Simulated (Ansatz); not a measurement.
# Work function of fcc Ag face by face (PBEsol)

Does the work function of Ag follow how densely a face is packed?

All values are computed: Ansatz 0.2.0, PBEsol, plane waves, scalar-relativistic unless marked; slabs or sheets with vacuum, the vacuum level from the planar mean of the electrostatic potential.

| face | atoms in the slab | top-layer atoms per Å² | work function (eV) |
| --- | --- | --- | --- |
| (110) | 8 | 0.085 | 4.31 |
| (100) | 8 | 0.120 | 4.37 |
| (111) | 6 | 0.138 | 4.59 |

The densest face listed is +0.28 eV against the most open one. That fits Smoluchowski's order: on an open face electrons flow from the ridges into the troughs, which leaves a dipole with its positive end outwards and lowers the barrier.

The slabs are 1×1 cuts on the parent's lattice, 9.8 to 14.0 Å between the outer relaxed layers.
